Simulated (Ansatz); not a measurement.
**Sc3BC (built on the sites of a database entry of Sc3InC): a soft mode frozen in**

Aim: this structure of Sc3BC (built on the sites of a database entry of Sc3InC) is to be tested for unstable modes, and one is followed downhill.

Calculated with Ansatz 0.2.0; DFT LDA, scalar-relativistic, plane waves, PAW.

Report form: the programs' logs are mostly left out.

The structure was built from a prototype and need not be the compound's stable phase.

## (1) Starting point

Symmetry: Pm-3m, No. 221, cubic system. The conventional cell has a = 4.267 Å, b = 4.267 Å, c = 4.267 Å, α = 90.00°, β = 90.00°, γ = 90.00°. Nearest to Sc lie 2 C at 2.13 Å and 4 B at 3.02 Å and 8 Sc at 3.02 Å. B has 12 Sc at 3.02 Å nearest. Nearest to C lie 6 Sc at 2.13 Å. Farther neighbours are not listed.

## (2) The dispersion

The cell comes from relaxations at this level that are not shown. Stability and thermal properties need the whole zone. Linear response on a 4×4×4 q mesh gives force constants as far as a supercell of that size would.

input.yaml

```yaml
crystal:
  lattice:
    - [4.2666960729, 0.0, 0.0]
    - [0.0, 4.2666960729, 0.0]
    - [0.0, 0.0, 4.2666960729]
  atoms:
    - { symbol: Sc, position: [0.5, 0.0, 0.5] }
    - { symbol: Sc, position: [0.0, 0.5, 0.5] }
    - { symbol: Sc, position: [0.5, 0.5, 0.0] }
    - { symbol: B, position: [0.0, 0.0, 0.0] }
    - { symbol: C, position: [0.5, 0.5, 0.5] }
kpoints:
  mp_grid: { grid: [8, 8, 8] }
hamiltonian:
  xc: lda
scf:
  occupations: { method: methfessel_paxton, width: 0.2 }
output:
  eigenvalues: true
phonons:
  method: dfpt
  qmesh: [4, 4, 4]
  temperatures: { t_max: 1000, t_step: 50 }
  qpath:
    path:
      - [[0.0, 0.0, 0.0], [0.0, 0.5, 0.0], [0.5, 0.5, 0.0], [0.0, 0.0, 0.0], [0.5, 0.5, 0.5], [0.0, 0.5, 0.0]]
      - [[0.5, 0.5, 0.5], [0.5, 0.5, 0.0]]
    npoints: 10
```

On the command line:

```console
$ ansatz run input.yaml --threads 8 --pin off --max-ram 14336MiB --backend cpu --events-out ev --progress --plain --runs-dir out
```

Run time: 4.2 min. Hardware: 8 threads of Intel Xeon Platinum 8488C (Sapphire Rapids), shared host; peak memory 2.7 GiB; 31 min of CPU time.

Numbers from this step:

- volume per atom: 15.53 Å³
- gap on the k-mesh: 0 eV
- sum-rule residual before enforcement: 3.19e-5 eV/Å²
- lowest frequency on the path: -131.2 cm⁻¹
- point group: m-3m
- highest frequency on the path or at a solved wavevector: 666.2 cm⁻¹
- highest optical mode at the zone centre (no LO-TO term): 547.4 cm⁻¹
- lowest optical zone-centre mode: -126.7 cm⁻¹
- lowest mode on the q mesh (acoustic modes at Γ apart): -131.2 cm⁻¹

Frequencies (cm⁻¹) solved at each irreducible wavevector; negative means imaginary. Frequencies by wavevector, by row:

```
q in reciprocal lattice units  star  mode 1  mode 2  mode 3  mode 4  mode 13  mode 14  mode 15
                        0 0 0     1  -126.7  -126.7  -126.7       0    547.4    547.4    547.4
                     0 0 0.25     6     -94     -94      81      81    570.6    570.6    635.5
                     0 0 -0.5     3     -41     -41    83.3    83.3    587.3    587.3    666.2
                  0 0.25 0.25    12     -73     -48    67.5    98.9    579.2    610.8    642.7
                  0 0.25 -0.5    12   -86.9    47.8    74.6    88.3    588.9    622.3    660.5
                  0 -0.5 -0.5     3  -131.2    49.1    49.1   136.9    592.3    652.7    652.7
               0.25 0.25 0.25     8   -59.8   -59.8    21.2    72.3    614.2    614.2    649.2
               0.25 0.25 -0.5    12   -87.5     -79     -20    30.3      618    632.2    658.1
               0.25 -0.5 -0.5     6  -128.8   -86.1   -86.1    92.1    626.9    653.9    653.9
               -0.5 -0.5 -0.5     1  -129.3  -129.3  -129.3    46.3    653.9    653.9    653.9
```

Interpolated from a 4×4×4 q mesh. Phonon branches along the path, in cm⁻¹:

```
    point  branch 1  branch 2  branch 3  branch 4  branch 12  branch 13  branch 14  branch 15
        Γ      -127      -127      -127         0        330        547        547        547
  halfway       -94       -94        81        81        366        571        571        636
        X       -41       -41        83        83        407        587        587        666
  halfway       -87        48        75        88        417        589        622        660
        M      -131        49        49       137        449        592        653        653
  halfway       -73       -48        68        99        375        579        611        643
        Γ      -127      -127      -127         0        330        547        547        547
  halfway       -60       -60        21        72        388        614        614        649
        R      -129      -129      -129        46        482        654        654        654
  halfway       -88       -79       -20        30        426        618        632        658
        X       -41       -41        83        83        407        587        587        666
jump to R      -129      -129      -129        46        482        654        654        654
  halfway      -129       -86       -86        92        456        627        654        654
        M      -131        49        49       137        449        592        653        653
```

Symmetry leaves 10 wavevectors to solve. The lowest mode among them, the acoustic zeros apart, lies at q = (0, -0.5, -0.5) and is imaginary, 131.2i cm⁻¹, so the energy falls along it.

## (3) The mode frozen in, largest atomic shift 0 Å

The mode followed lies at q = (0, -0.5, -0.5) with frequency 131.2i cm⁻¹, the softest among the wavevectors solved. At small amplitude the distorted cell has space group no. 127 by a symmetry search on the positions. The undistorted cell that holds it gives the zero of energy on the same k mesh.

System of this step: Sc3BC (built on the sites of a database entry of Sc3InC). Symmetry: Pm-3m, No. 221, cubic system. Conventional cell: a = 4.267 Å, b = 4.267 Å, c = 4.267 Å, α = 90.00°, β = 90.00°, γ = 90.00°. Sc has 2 C at 2.13 Å and 8 Sc at 3.02 Å and 4 B at 3.02 Å nearest. Nearest to Sc lie 2 C at 2.13 Å and 4 B at 3.02 Å and 8 Sc at 3.02 Å. B has 12 Sc at 3.02 Å nearest. Nearest to C lie 6 Sc at 2.13 Å. Farther neighbours are not listed.

input.yaml

```yaml
crystal:
  lattice:
    - [-4.2666960729, 0.0, 0.0]
    - [0.0, -4.2666960729, -4.2666960729]
    - [0.0, -4.2666960729, 4.2666960729]
  atoms:
    - { symbol: Sc, position: [0.5, 0.25, 0.75] }
    - { symbol: Sc, position: [0.5, 0.75, 0.25] }
    - { symbol: Sc, position: [1.0, 0.0, 0.5] }
    - { symbol: Sc, position: [1.0, 0.5, 0.0] }
    - { symbol: Sc, position: [0.5, 0.25, 0.25] }
    - { symbol: Sc, position: [0.5, 0.75, 0.75] }
    - { symbol: B, position: [1.0, 0.5, 0.5] }
    - { symbol: B, position: [1.0, 1.0, 1.0] }
    - { symbol: C, position: [0.5, 0.0, 0.5] }
    - { symbol: C, position: [0.5, 0.5, 0.0] }
kpoints:
  mp_grid: { grid: [8, 6, 6] }
hamiltonian:
  xc: lda
scf:
  occupations: { method: methfessel_paxton, width: 0.2 }
output:
  forces: true
  stress: true
  eigenvalues: true
```

The job ended after 2.2 s (8 threads; peak memory 0.9 GiB).

Numbers from this step:

* pressure: -0.01348 GPa
* energy from the undistorted cell: 0 meV/atom

The run ends at a pressure of -0.01 GPa.

## (4) The mode frozen in, largest atomic shift 0.6 Å

The atoms are moved along the unstable eigenvector, the largest shift by 0.6 Å, with the cell fixed.

input.yaml, the sections that differ from step 3:

```yaml
crystal:
  lattice:
    - [-4.2666960729, 0.0, 0.0]
    - [0.0, -4.2666960729, -4.2666960729]
    - [0.0, -4.2666960729, 4.2666960729]
  atoms:
    - { symbol: Sc, position: [0.5, 0.3203120154, 0.6796879846] }
    - { symbol: Sc, position: [0.5, 0.6796879846, 0.3203120154] }
    - { symbol: Sc, position: [1.0, 0.0, 0.5] }
    - { symbol: Sc, position: [1.0, 0.5, 0.0] }
    - { symbol: Sc, position: [0.5, 0.1796879846, 0.1796879846] }
    - { symbol: Sc, position: [0.5, 0.8203120154, 0.8203120154] }
    - { symbol: B, position: [1.0, 0.5, 0.5] }
    - { symbol: B, position: [1.0, 1.0, 1.0] }
    - { symbol: C, position: [0.5, 0.0, 0.5] }
    - { symbol: C, position: [0.5, 0.5, 0.0] }
# kpoints, hamiltonian, scf, output: as in step 3
```

Wall time 2.5 s (8 threads); peak memory 0.9 GiB.

Numbers from this step:

```
pressure                         : -1.955 GPa
energy from the undistorted cell : -101.3 meV/atom
```

The energy, extrapolated to zero smearing, is -101.30 meV/atom against the undistorted cell.

The run ends at a pressure of -1.96 GPa, with forces up to 0.021 eV/Å.

## (5) Energy along the mode, all amplitudes (two of the runs are shown above)

An imaginary frequency means negative curvature, so the energy should fall and then rise again as anharmonic terms take over.

This step gave:

```
depth at the lowest point sampled  : 101.3 meV/atom
largest atomic shift at that point : 0.6 Å
```

Energy from the parent against largest atomic shift:

```
largest atomic shift (Å)  energy from the parent (meV/atom)
                   0.000                                  0
                   0.040                             -0.904
                   0.080                              -3.59
                   0.140                              -10.8
                   0.220                              -25.5
                   0.320                              -49.4
                   0.450                              -81.6
                   0.600                               -101
```

Displacement at unit largest shift by atom:

```
atom  x (Å)  y (Å)  z (Å)  size
 Sc1   0.00   0.00  -1.00  1.00
 Sc2   0.00   0.00   1.00  1.00
 Sc3   0.00   0.00   0.00  0.00
 Sc4   0.00   0.00   0.00  0.00
 Sc5   0.00   1.00   0.00  1.00
 Sc6   0.00  -1.00   0.00  1.00
  B7   0.00   0.00   0.00  0.00
  B8   0.00   0.00   0.00  0.00
  C9   0.00   0.00   0.00  0.00
 C10   0.00   0.00   0.00  0.00
```

The lowest of the steps tried is the last one, at 0.6 Å, 101 meV/atom below the parent; the bottom of the well need not coincide with a step.

## (6) Relaxation from the frozen mode

Starting from the lowest point found, all atoms and the cell are let go, so that strain and other modes of the same symmetry can join in.

input.yaml, as its differences from that of step 4:

```diff
@@ -26 +26,6 @@
   eigenvalues: true
+relax:
+  adjacent_minimum: "off"
+  f_tol: 0.002
+  max_steps: 120
+  cell: { stress_tol: 0.03 }
```

The job ended after 17 s (8 threads; peak memory 0.95 GiB; 2 min of CPU time).

Relaxation path:

```
step  energy less that of the first step (eV)  largest force component (eV/Å)  pressure (GPa)  volume (Å³)
   1                                   0.0000                          0.0205           -1.96       155.35
   2                                  -0.0216                          0.1835            1.59       150.34
   3                                  -0.0426                          0.0341           -0.06       152.52
   4                                  -0.0429                          0.0297            0.12       152.31
   5                                  -0.0432                          0.0005            0.00       152.44
  6*                                  -0.0415                          0.0005           -0.02       152.44
```

Relaxation steps marked * repeat the geometry before them on a plane-wave basis chosen anew for their cell, so energy and pressure can jump there.

The run keeps the 16 symmetry operations that it works with, so distortions that break them were not tested.

```
     cell as run  before  after  change
           a (Å)   4.267  4.291  +0.6 %
           b (Å)   6.034  5.961  -1.2 %
           c (Å)   6.034  5.961  -1.2 %
volume (Å³/atom)   15.53  15.24  -1.9 %
```

The atoms that moved most (Å, as changes of fractional coordinates times the final cell):

```
atom     dx      dy      dz  length
 Sc5  0.000   0.011   0.000   0.011
 Sc6  0.000  -0.011   0.000   0.011
 Sc1  0.000   0.000  -0.011   0.011
 Sc2  0.000   0.000   0.011   0.011
```

Final coordinates:

```xyz
10
Lattice="-4.2906 0.0000 0.0000 0.0000 -4.2148 -4.2148 0.0000 -4.2148 4.2148" Properties=species:S:1:pos:R:3 pbc="T T T"
Sc   -2.1453   -4.2148    1.5040
Sc   -2.1453   -4.2148   -1.5040
Sc   -4.2906   -2.1074    2.1074
Sc   -4.2906   -2.1074   -2.1074
Sc   -2.1453   -1.5040    0.0000
Sc   -2.1453   -6.9257    0.0000
B    -4.2906   -4.2148    0.0000
B    -4.2906   -8.4297    0.0000
C    -2.1453   -2.1074    2.1074
C    -2.1453   -2.1074   -2.1074
```

This step gave:

```
pressure        : -0.01729 GPa
volume per atom : 15.24 Å³
```

The distorted start has space group P4/mbm; the relaxation ends in P4/mbm.

## (7) What came out

* unstable mode of the parent: q = (0, -0.5, -0.5), 131i cm⁻¹
* depth at the lowest point sampled: 101 meV/atom
* largest atomic shift at that point: 0.6 Å
* space group reached (within 0.01 Å): P4/mbm
* energy gained over the parent (first relaxation, on the mesh of the frozen mode): 105 meV/atom
* volume per atom, phase reached: 15.2 Å³

Along this mode the structure falls into P4/mbm, 105 meV/atom below the parent. At the parent's cell the well is 101.3 meV/atom deep on the steps tried, with its lowest point at a shift of 0.6 Å. That is the last step tried, so the steps alone don't bracket the bottom of the well. Relaxing atoms and cell changes the gain by +4.17 meV/atom against the lowest step (energies at zero smearing). The modes of the phase reached were not computed on this path. Of the 4 patterns followed to their end from this parent, this one ends 67.3 meV/atom above the lowest, Imma. Each path keeps the symmetry of its pattern, so a lower phase may lie along a pattern not tried. With no gap, or one that is small against the smearing, the frequencies hang on the k mesh and the smearing, most of all near Kohn anomalies. The starting cell was built on a prototype and not taken from a measurement, so the phase need not exist.

[Logs are printed without paths, hosts, clocks, repeated set-up lines and the standing remarks that a program may print on its own settings, such as how far it seeks lower states.]

[Hosts, paths, dates, database ids (printed as entryN), source tags and the programs' standing remarks are cut or masked in the printed files.]
